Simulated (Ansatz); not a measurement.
# CaFeHIr: relaxing a made-up structure

This structure for CaFeHIr is made up. Its elements were placed in a known structure type with a cell scaled to their sizes. What cell does the guess relax to, and how far off was it?

Calculated with Ansatz 0.2.0; DFT, PBEsol, plane-wave PAW, default files, scalar-relativistic, ferromagnetic start, cell and ions relaxed at zero pressure, in the first sound run; inputs show where later runs differ.

## 1. The structure

It takes space group P3m1 (No. 156, trigonal). The conventional cell has a = 4.051 Å, b = 4.051 Å, c = 4.579 Å, α = 90.00°, β = 90.00°, γ = 120.00°. Nearest to Ir lie 3 Fe at 2.46 Å. Nearest to Fe lie 1 H at 1.56 Å and 3 Ir at 2.46 Å. Nearest to Ca lie 3 H at 2.34 Å. H has 1 Fe at 1.56 Å and 3 Ca at 2.34 Å nearest. Farther neighbours are not listed.

## 2. Relaxing cell and atoms

The guessed cell has no reason to be at equilibrium. It is relaxed with the atoms, within the space group of the guess.

File input.yaml:

```yaml
crystal:
  lattice:
    - [4.051, 0.0, 0.0]
    - [-2.0255, 3.508268911, 0.0]
    - [0.0, 0.0, 4.579]
  atoms:
    - { symbol: Ir, position: [0.0, 0.0, 0.4581], spin: 0.6 }
    - { symbol: Fe, position: [0.333333333, 0.666666667, 0.6216], spin: 3.0 }
    - { symbol: Ca, position: [0.666666667, 0.333333333, 0.9929] }
    - { symbol: H, position: [0.333333333, 0.666666667, 0.9625] }
magnetization:
  spin_polarized: true
kpoints:
  mp_grid: { grid: [8, 8, 6] }
scf:
  occupations: { method: fermi_dirac, width: 0.05 }
hamiltonian:
  xc: pbesol
  pseudopotentials: { kind: paw }
relax:
  f_tol: 0.015
  max_steps: 70
  cell: {}
output:
  forces: true
  stress: true
```

Command:

```console
> ansatz run input.yaml --threads 4 --pin off --max-ram 8192MiB --backend cpu --events-out ev --progress --plain --runs-dir out
```

Numbers of over 12 decimals in the logs are rounded to 6 here.

Output:

```text
Engine: ansatz 0.2.0, aarch64-unknown-linux-gnu
Pseudopotentials: kind: paw
Pseudopotential: Ir, paw, valence charge 17, recommended cutoff 420 eV (normal), Ir.paw.azcp
Pseudopotential: Fe, paw, valence charge 16, recommended cutoff 420 eV (normal), Fe.paw.azcp
Pseudopotential: Ca, paw, valence charge 10, recommended cutoff 420 eV (normal), Ca.paw.azcp
Pseudopotential: H, paw, valence charge 1, recommended cutoff 420 eV (normal), H.paw.azcp
Functional definition: PBEsol
  exchange = pbesol_x
  correlation = pbesol_c
Crystal: 4 atoms, lattice volume = 65.077 Å³
Basis set: ecut = 420 eV, 1287 PW (Γ), exchange–correlation on 60×60×64 points (8 copies of the dense FFT grid, shifted against one another)
Bands: 29, of which v1, the nominal top of the filled ones, is band 22 counted from 1 (21 counted from 0)
Symmetry: 6 space group operations
Space group: P3m1 (ITA 156), of the structure as read, at distance tolerance 4.0e-5 Å
Magnetic group: BNS 156.49 (UNI 1279), of the structure as read, at distance tolerance 4.0e-5 Å
k-points: 50 of 384 (time reversal used)
Non-local potential: Ir, projectors of the file, l = 0: 3, l = 1: 2, l = 2: 2, l = 3: 1
Non-local potential: Fe, projectors of the file, l = 0: 3, l = 1: 2, l = 2: 3, l = 3: 1
Non-local potential: Ca, projectors of the file, l = 0: 3, l = 1: 2, l = 2: 2
Non-local potential: H, projectors of the file, l = 0: 2, l = 1: 1
PAW form: soft (Blöchl's): semilocal exchange-correlation on the pseudo side does not see the compensation charge
PAW frozen core: Ir, regenerated for the run's functional, and the local potential with it (the file was generated under x = pbe(κ = 0.804, μ = 0.219515), c = pbe(β = 0.066725))
PAW frozen core: Fe, regenerated for the run's functional, and the local potential with it (the file was generated under x = pbe(κ = 0.804, μ = 0.219515), c = pbe(β = 0.066725))
PAW frozen core: Ca, regenerated for the run's functional, and the local potential with it (the file was generated under x = pbe(κ = 0.804, μ = 0.219515), c = pbe(β = 0.066725))
PAW one-centre angular grid: Ir, 590 points (default); XC on 64 Gauss nodes
PAW one-centre angular grid: Fe, 590 points (default); XC on 64 Gauss nodes
PAW one-centre angular grid: Ca, 110 points (default); XC on 64 Gauss nodes
PAW one-centre angular grid: H, 110 points (default); XC on 64 Gauss nodes
Initial density: superposition of atomic densities (chi_scale 0.1, normalization cell, long waves kept (reshape's long-wave potential 0.00 eV rms))
Starting moments: Σ|m| = 3.6 μB on 2 of 4 sites
Initial wavefunctions: pseudopotential atomic-orbital guess
Functional: x = pbesol(κ = 0.804, μ = 0.123457), c = pbesol(β = 0.046)
SCF iter   1: F=—  HF=-18058.445636 eV  |F-HF|=—  |Δ(HF+E_count)|=         —  Δρ=5.45e-2 (↑5.45e-2 ↓4.78e-2)  dr2=1.13e1  dr2_m=9.56e-2  M=2.973 μB ∫|m|=3.203 μB  β_m=0.30  ethr=3.10e-3  ⟨swp⟩=7.6  Hψ=14011  notcnv=0
Mixer restart at iter 1: flushing history
preconditioner: auto → Kerker (q_TF=auto, 2.556 Å⁻¹)  [metal: Δε(μ)=0.004 eV  Ē_g=4.768 eV  σ=0.050 eV  W_gap=0.02  n_scr=20 (ndim 8)  ℏωp=20.6 eV  f_vac=0.000  D(μ)=4.74/eV (n_scr^D=58)]
spin=Collinear: Kerker preconditioning applied to the charge; magnetization (m = ρ↑ − ρ↓) channel mixes plain (no charge-response kernel on spin).
SCF iter   2: F=—  HF=-18056.484604 eV  |F-HF|=—  |Δ(HF+E_count)|=    1.96e0  Δρ=2.91e-2 (↑2.75e-2 ↓2.91e-2)  dr2=4.13e0  dr2_m=4.12e-2  M=3.032 μB ∫|m|=3.219 μB  β_m=0.46  ethr=3.10e-3  ⟨swp⟩=2.2  Hψ=5160  notcnv=0  defer=103
SCF iter   3: F=—  HF=-18055.983359 eV  |F-HF|=—  |Δ(HF+E_count)|=   5.01e-1  Δρ=1.51e-2 (↑1.51e-2 ↓1.02e-2)  dr2=3.51e-1  dr2_m=3.99e-2  M=2.974 μB ∫|m|=3.168 μB  β_m=0.47  ethr=3.10e-3  ⟨swp⟩=2.7  Hψ=5341  notcnv=0  defer=105
SCF iter   4: F=—  HF=-18056.180378 eV  |F-HF|=—  |Δ(HF+E_count)|=   1.97e-1  Δρ=1.07e-2 (↑7.27e-3 ↓1.07e-2)  dr2=2.01e-1  dr2_m=2.00e-2  M=2.944 μB ∫|m|=3.140 μB  β_m=0.74  ethr=7.98e-4  ⟨swp⟩=2.2  Hψ=4276  notcnv=0  defer=100
SCF iter   5: F=—  HF=-18056.411199 eV  |F-HF|=—  |Δ(HF+E_count)|=         —  Δρ=1.79e-2 (↑1.79e-2 ↓1.61e-2)  dr2=3.54e-2  dr2_m=1.64e-1  M=2.500 μB ∫|m|=2.722 μB  β_m=0.74  ethr=4.58e-4  ⟨swp⟩=2.0  Hψ=4486  notcnv=0  defer=100
Mixer restart at iter 5: flushing history
SCF iter   6: F=—  HF=-18056.410336 eV  |F-HF|=—  |Δ(HF+E_count)|=   8.63e-4  Δρ=1.09e-2 (↑6.93e-3 ↓1.09e-2)  dr2=3.14e-2  dr2_m=4.55e-2  M=2.397 μB ∫|m|=2.616 μB  β_m=0.87  ethr=8.04e-5  ⟨swp⟩=2.0  Hψ=4869  notcnv=0  defer=99
SCF iter   7: F=—  HF=-18056.443528 eV  |F-HF|=—  |Δ(HF+E_count)|=   3.32e-2  Δρ=1.75e-2 (↑1.75e-2 ↓3.14e-3)  dr2=1.47e-1  dr2_m=4.08e-2  M=2.229 μB ∫|m|=2.446 μB  β_m=0.62  ethr=7.13e-5  ⟨swp⟩=3.1  Hψ=6250  notcnv=0  defer=80  recentre
SCF iter   8: F=—  HF=-18056.410720 eV  |F-HF|=—  |Δ(HF+E_count)|=   3.28e-2  Δρ=2.31e-3 (↑1.69e-3 ↓2.31e-3)  dr2=1.85e-3  dr2_m=2.21e-3  M=2.239 μB ∫|m|=2.451 μB  β_m=0.74  ethr=7.13e-5  ⟨swp⟩=2.1  Hψ=6150  notcnv=0  defer=84
SCF iter   9: F=—  HF=-18056.410413 eV  |F-HF|=—  |Δ(HF+E_count)|=   3.07e-4  Δρ=7.44e-4 (↑7.44e-4 ↓3.41e-4)  dr2=5.42e-4  dr2_m=3.73e-5  M=2.201 μB ∫|m|=2.408 μB  β_m=0.87  ethr=4.20e-6  ⟨swp⟩=1.9  Hψ=3920  notcnv=0  defer=82
SCF iter  10: F=—  HF=-18056.410570 eV  |F-HF|=—  |Δ(HF+E_count)|=   1.57e-4  Δρ=2.89e-4 (↑2.89e-4 ↓6.91e-5)  dr2=4.99e-5  dr2_m=1.29e-5  M=2.203 μB ∫|m|=2.408 μB  β_m=0.88  ethr=1.23e-6  ⟨swp⟩=2.0  Hψ=3643  notcnv=0  defer=82
SCF iter  11: F=—  HF=-18056.410552 eV  |F-HF|=—  |Δ(HF+E_count)|=   1.82e-5  Δρ=8.28e-5 (↑2.99e-5 ↓8.28e-5)  dr2=6.18e-6  dr2_m=6.88e-7  M=2.202 μB ∫|m|=2.407 μB  β_m=0.94  ethr=1.13e-7  ⟨swp⟩=2.0  Hψ=4427  notcnv=0  defer=82
SCF iter  12: F=—  HF=-18056.410552 eV  |F-HF|=—  |Δ(HF+E_count)|=   8.96e-8  Δρ=6.82e-6 (↑6.60e-6 ↓6.82e-6)  dr2=1.65e-7  dr2_m=4.90e-9  M=2.200 μB ∫|m|=2.405 μB  β_m=0.96  ethr=1.40e-8  ⟨swp⟩=2.0  Hψ=3616  notcnv=0  defer=82
SCF iter  13: F=—  HF=-18056.410552 eV  |F-HF|=—  |Δ(HF+E_count)|=   1.03e-8  Δρ=1.04e-5 (↑2.90e-6 ↓1.04e-5)  dr2=8.65e-8  dr2_m=1.83e-8  M=2.200 μB ∫|m|=2.405 μB  β_m=0.98  ethr=3.76e-10  ⟨swp⟩=2.1  Hψ=3983  notcnv=0  defer=82
SCF iter  14: F=—  HF=-18056.410552 eV  |F-HF|=—  |Δ(HF+E_count)|=   4.02e-9  Δρ=2.92e-6 (↑2.11e-6 ↓2.92e-6)  dr2=1.81e-8  dr2_m=1.57e-10  M=2.200 μB ∫|m|=2.405 μB  β_m=0.99  ethr=1.97e-10  ⟨swp⟩=2.0  Hψ=3900  notcnv=0  defer=82
SCF iter  15: F=-18056.410552 eV  HF=-18056.410552 eV  |F-HF|=5.12e-8  |Δ(HF+E_count)|=   4.09e-9  Δρ=6.12e-6 (↑2.26e-6 ↓6.12e-6)  dr2=5.41e-8  dr2_m=2.49e-9  M=2.200 μB ∫|m|=2.405 μB  ethr=4.10e-11  ⟨swp⟩=1.7  Hψ=6977  notcnv=0
[...]
relax step   5: F+E_penalty+E_count = -18057.32022867 eV  Δ(F+E_penalty+E_count) = -8.616e-3 eV  max|allowed force component| = 2.770e-1 eV/Å  Δτ_max = 0.0376 Å  P = +0.107 GPa  Ω = 60.550 Å³  energy of the carried Pulay correction = +1.737e-3 eV  (11 SCF iters, dr2 threshold 4.00e-7 eV, accepted)
[...]
relax step   6: F+E_penalty+E_count = -18057.32329356 eV  Δ(F+E_penalty+E_count) = -3.065e-3 eV  max|allowed force component| = 2.050e-2 eV/Å  Δτ_max = 0.0147 Å  P = -0.095 GPa  Ω = 60.511 Å³  energy of the carried Pulay correction = +1.752e-3 eV  (10 SCF iters, dr2 threshold 4.00e-7 eV, accepted)
[...]
relax step   7: F+E_penalty+E_count = -18057.32350937 eV  Δ(F+E_penalty+E_count) = -2.158e-4 eV  max|allowed force component| = 7.070e-3 eV/Å  Δτ_max = 0.0026 Å  P = -0.083 GPa  Ω = 60.514 Å³  energy of the carried Pulay correction = +1.751e-3 eV  (7 SCF iters, dr2 threshold 1.47e-7 eV, accepted)
[...]
relax step   8: F+E_penalty+E_count = -18057.32368381 eV  Δ(F+E_penalty+E_count) = -1.744e-4 eV  max|allowed force component| = 4.415e-3 eV/Å  Δτ_max = 0.0027 Å  P = +0.011 GPa  Ω = 60.540 Å³  energy of the carried Pulay correction = +1.741e-3 eV  (10 SCF iters, dr2 threshold 9.64e-8 eV, accepted)
Basis set: ecut = 420 eV, 1191 PW (Γ), exchange–correlation on 54×54×64 points (8 copies of the dense FFT grid, shifted against one another)
Initial wavefunctions: pseudopotential atomic-orbital guess (no wavefunctions were taken with the density)
iter 1 solved again at ethr=2.05e-6 eV; its pass at ethr=3.10e-3 eV (dr2=9.01e-4 eV) is discarded
SCF iter   1: F=—  HF=-18057.321925 eV  |F-HF|=—  |Δ(HF+E_count)|=         —  Δρ=1.03e-4 (↑1.03e-4 ↓8.50e-5)  dr2=7.56e-6  dr2_m=2.11e-7  M=1.263 μB ∫|m|=1.491 μB  β_m=0.65  ethr=2.05e-6  ⟨swp⟩=2.4  Hψ=19272  notcnv=0
SCF iter   2: F=—  HF=-18057.321922 eV  |F-HF|=—  |Δ(HF+E_count)|=   3.02e-6  Δρ=6.13e-5 (↑6.13e-5 ↓5.38e-5)  dr2=7.76e-6  dr2_m=2.43e-8  M=1.263 μB ∫|m|=1.491 μB  β_m=0.35  ethr=1.72e-8  ⟨swp⟩=2.1  Hψ=5168  notcnv=0
SCF iter   3: F=—  HF=-18057.321923 eV  |F-HF|=—  |Δ(HF+E_count)|=   9.94e-7  Δρ=3.44e-5 (↑3.44e-5 ↓3.28e-5)  dr2=4.49e-7  dr2_m=1.01e-8  M=1.263 μB ∫|m|=1.491 μB  β_m=0.52  ethr=1.72e-8  ⟨swp⟩=2.0  Hψ=3914  notcnv=0
SCF iter   4: F=—  HF=-18057.321925 eV  |F-HF|=—  |Δ(HF+E_count)|=   2.10e-6  Δρ=1.88e-5 (↑1.88e-5 ↓8.18e-6)  dr2=2.09e-7  dr2_m=3.68e-8  M=1.263 μB ∫|m|=1.491 μB  β_m=0.48  ethr=1.02e-9  ⟨swp⟩=2.0  Hψ=3928  notcnv=0
SCF iter   5: F=—  HF=-18057.321925 eV  |F-HF|=—  |Δ(HF+E_count)|=   4.00e-7  Δρ=8.49e-6 (↑8.49e-6 ↓4.83e-6)  dr2=3.47e-8  dr2_m=1.93e-8  M=1.263 μB ∫|m|=1.491 μB  β_m=0.74  ethr=4.74e-10  ⟨swp⟩=2.0  Hψ=4923  notcnv=0
SCF iter   6: F=—  HF=-18057.321926 eV  |F-HF|=—  |Δ(HF+E_count)|=   3.10e-7  Δρ=3.01e-6 (↑3.01e-6 ↓9.81e-7)  dr2=5.93e-9  dr2_m=1.28e-9  M=1.263 μB ∫|m|=1.491 μB  β_m=0.72  ethr=7.89e-11  ⟨swp⟩=2.8  Hψ=5139  notcnv=0
SCF iter   7: F=—  HF=-18057.321926 eV  |F-HF|=—  |Δ(HF+E_count)|=   3.21e-9  Δρ=4.74e-7 (↑4.61e-7 ↓4.74e-7)  dr2=6.20e-10  dr2_m=1.66e-11  M=1.263 μB ∫|m|=1.490 μB  β_m=0.67  ethr=1.35e-11  ⟨swp⟩=2.2  Hψ=4902  notcnv=0
SCF iter   8: F=—  HF=-18057.321926 eV  |F-HF|=—  |Δ(HF+E_count)|=  6.18e-11  Δρ=3.09e-7 (↑1.72e-7 ↓3.09e-7)  dr2=1.94e-10  dr2_m=9.76e-12  M=1.263 μB ∫|m|=1.490 μB  β_m=0.61  ethr=1.41e-12  ⟨swp⟩=2.0  Hψ=4006  notcnv=0
SCF iter   9: F=—  HF=-18057.321926 eV  |F-HF|=—  |Δ(HF+E_count)|=  1.75e-10  Δρ=2.04e-7 (↑1.36e-7 ↓2.04e-7)  dr2=6.38e-11  dr2_m=4.74e-12  M=1.263 μB ∫|m|=1.490 μB  β_m=0.78  ethr=1.00e-12  ⟨swp⟩=2.0  Hψ=3748  notcnv=0
SCF iter  10: F=—  HF=-18057.321926 eV  |F-HF|=—  |Δ(HF+E_count)|=  2.11e-10  Δρ=1.58e-7 (↑1.20e-7 ↓1.58e-7)  dr2=4.96e-11  dr2_m=1.17e-12  M=1.263 μB ∫|m|=1.490 μB  β_m=0.89  ethr=1.00e-12  ⟨swp⟩=2.0  Hψ=3785  notcnv=0
SCF iter  11: F=—  HF=-18057.321926 eV  |F-HF|=—  |Δ(HF+E_count)|=  1.82e-10  Δρ=3.87e-8 (↑3.21e-8 ↓3.87e-8)  dr2=4.81e-12  dr2_m=6.33e-14  M=1.263 μB ∫|m|=1.490 μB  β_m=0.76  ethr=1.00e-12  ⟨swp⟩=2.0  Hψ=3922  notcnv=0
SCF iter  12: F=-18057.321926 eV  HF=-18057.321926 eV  |F-HF|=1.82e-11  |Δ(HF+E_count)|=    0.00e0  Δρ=9.62e-8 (↑9.26e-8 ↓9.62e-8)  dr2=2.56e-11  dr2_m=9.08e-14  M=1.263 μB ∫|m|=1.490 μB  ethr=1.00e-12  ⟨swp⟩=2.5  Hψ=7839  notcnv=0
SCF 9 converged in 12 iterations: F = -18057.321926 eV  dr2 = 2.56e-11
relax step   9: F+E_penalty+E_count = -18057.32192573 eV  Δ(F+E_penalty+E_count) = +1.758e-3 eV  max|allowed force component| = 4.117e-3 eV/Å  Δτ_max = 0.0000 Å  P = +0.012 GPa  Ω = 60.540 Å³  stress off target by 2.43e-2 GPa  SCF on the basis re-selected at this cell (its energy is not comparable with the rows above)  (12 SCF iters)
basis re-selected at this cell: Δ(F+E_penalty+E_count) = +1.758e-3 eV, ΔP = +0.002 GPa vs the last step (what re-selecting the basis moved, of the pressure what is left beyond the Pulay correction that the steps carried, after the strain that the cell walked since its last selection, with what the two solves' SCF thresholds leave and, on support functions, any second-order correction that the steps lacked; it is no measure of the basis error at this ecutwfc). The dense FFT grid was sized anew with the basis: this SCF ran on 27×27×32 points, the steps before it on 30×30×32, so part of this shift can come from that change (see relax.cell in the input reference). [rest of the remark cut]
SCF converged after 12 iterations
Magnetization: 1.2625 μB (22.6313 up, 21.3687 down)
Absolute magnetization: 1.4908 μB (∫|ρ↑−ρ↓|, with the PAW one-centre terms)
Spin contamination: 0.0518 ħ² per cell (⟨S²⟩ above its minimum at these occupations)
Per-site moments (μB) at R_I (Å): [(0.247297, 0.940846), (0.848272, 0.632264), (-0.010829, 0.962090), (-0.012493, 0.632264)]
Free energy (F): -18057.321926 eV
Harris-Foulkes:  -18057.321926 eV  (|F-HF|=1.82e-11)
Internal energy: -18057.303536 eV  (E = F + TS)
E sigma→0 (E₀):  -18057.312731 eV
Entropy (-TS):   -0.018390 eV (-4.597 meV/atom)
Fermi energy:    12.415606 eV
--- Per-component energies (eV) ---
  E_band       = -685.866767
  E_kinetic    = 1268.202141
  E_local      = -5705.256584  (includes V_loc(G=0)·N_el)
  E_nonlocal   = 361.401191
  E_hartree    = 2309.827972
  E_xc         = -527.819847
  E_vxc        = -632.395324  (∫ρ·V_xc dr)
  E_paw        = -11260.575760  (= ΣΔE_a)
  E_vpaw       = -597.474085  (= ΣTr[D̂ρ^β])
  E_aug_tail   = -0.000453  (compensation charges beyond the density's cutoff)
  E_ewald      = -4503.645478
  E_core_change = 0.563281  (= ΣΔE_core)
  E_smearing   = -0.018390  (= −TS)
  E_closure    = -0.000000  (closes the sum)
  Σ components = -18057.321926   (vs F -18057.321926, Δ=0.00e0)
--- Forces (eV/Å), atoms counted from 1 ---
  atom   1  Ir     0.00000000     0.00000000    -0.00295105
  atom   2  Fe    -0.00000000     0.00000000     0.00411796
  atom   3  Ca     0.00000000    -0.00000000     0.00016796
  atom   4  H      0.00000000    -0.00000000    -0.00133293
  max |Σ_I F_I| component: 1.94e-6 eV/Å
--- Stress (GPa, compression-positive) ---
        0.024313      -0.000000      -0.000000
       -0.000000       0.024313       0.000000
       -0.000000       0.000000      -0.011446
  P = ⅓ Tr σ = 0.0124 GPa (0.124 kbar)
--- Relaxed structure (8 steps of the walk, 8 accepted, 1 SCFs on fresh bases) ---
  F+E_penalty+E_count = -18057.32192573 eV   max|allowed force component| = 4.117e-3 eV/Å   (the final SCF, on the basis selected at the relaxed cell)
  cell:  # Å, volume = 60.5403 Å³
    - [3.918046, 0, -1.1489954958577872e-17]
    - [-1.959023, 3.393127, 5.744977479288936e-18]
    - [-1.2987534868750738e-17, 0, 4.553811]
  atoms:
    - { symbol: Ir, position: [-2.3311780580754727e-17, -9.251858542851202e-18, 0.511216] }
    - { symbol: Fe, position: [0.333333, 0.666667, 0.575316] }
    - { symbol: Ca, position: [0.666667, 0.333333, 1.036664] }
    - { symbol: H, position: [0.333333, 0.666667, 0.911904] }
```

The job ended after 40 s (4 threads of Arm Neoverse V2, shared host; peak memory 0.54 GiB; 2.5 min of CPU time).

The steps of the relaxation:

| step | energy less that of the first step (eV) | largest force component (eV/Å) | pressure (GPa) | volume (Å³) |
| --- | --- | --- | --- | --- |
| 1 | 0.0000 | 2.7229 | -8.81 | 65.08 |
| 2 | -0.8395 | 0.5927 | -2.79 | 60.25 |
| 3 | -0.8823 | 0.6968 | 0.89 | 60.40 |
| 4 | -0.9011 | 0.3205 | 0.11 | 60.13 |
| 5 | -0.9097 | 0.2770 | 0.11 | 60.55 |
| 6 | -0.9127 | 0.0205 | -0.10 | 60.51 |
| 7 | -0.9130 | 0.0071 | -0.08 | 60.51 |
| 8 | -0.9131 | 0.0044 | 0.01 | 60.54 |
| 9* | -0.9114 | 0.0041 | 0.01 | 60.54 |

Relaxation steps marked * repeat the geometry before them on a plane-wave basis chosen anew for their cell, so energy and pressure can jump there.

Forces are held to the 6 operations that the run works with; a distortion that breaks them can't arise in this run.

| conventional cell, symmetrised | before | after | change |
| --- | --- | --- | --- |
| a (Å) | 4.051 | 3.918 | -3.3 % |
| b (Å) | 4.051 | 3.918 | -3.3 % |
| c (Å) | 4.579 | 4.554 | -0.6 % |
| volume (Å³/atom) | 16.27 | 15.14 | -7.0 % |

The atoms that moved most (Å, as changes of fractional coordinates times the final cell):

| atom | dx | dy | dz | length |
| --- | --- | --- | --- | --- |
| Ir1 | 0.000 | 0.000 | 0.242 | 0.242 |
| H4 | 0.000 | 0.000 | -0.230 | 0.230 |
| Fe2 | 0.000 | 0.000 | -0.211 | 0.211 |
| Ca3 | 0.000 | 0.000 | 0.199 | 0.199 |

This step gave:

* free energy: -18057.3219 eV
* energy at zero smearing: -18057.3127 eV
* smearing term TS: 0.01839 eV
* Fermi energy: 12.42 eV
* magnetization: 1.263 μB
* absolute magnetization: 1.491 μB
* site moments: 0.2473, 0.8483, -0.01083, -0.01249 μB
* electrons: 44
* symmetry operations: 6
* pressure: 0.01239 GPa

Site moment by atom:

| atom | site moment (μB) |
| --- | --- |
| Ir1 | 0.247 |
| Fe2 | 0.848 |
| Ca3 | -0.011 |
| H4 | -0.012 |

The shortest distance of each pair, which need not be the same contact before and after:

| pair | guess (Å) | relaxed (Å) |
| --- | --- | --- |
| Fe–H | 1.561 | 1.533 |
| Fe–Ir | 2.456 | 2.281 |
| Ca–H | 2.343 | 2.332 |
| H–Ir | 3.259 | 2.906 |
| Ca–Fe | 2.892 | 3.087 |

The relaxation ends with a largest force component of 0.0041 eV/Å and a pressure of 0.01 GPa.

(Part 1 of 2 ends here.)

[Logs are printed without paths, hosts, clocks, repeated set-up lines and the standing remarks that a program may print on its own settings, such as how far it seeks lower states.]

[Hosts, paths, dates, database ids (printed as entryN), source tags and the programs' standing remarks are cut or masked in the printed files.]
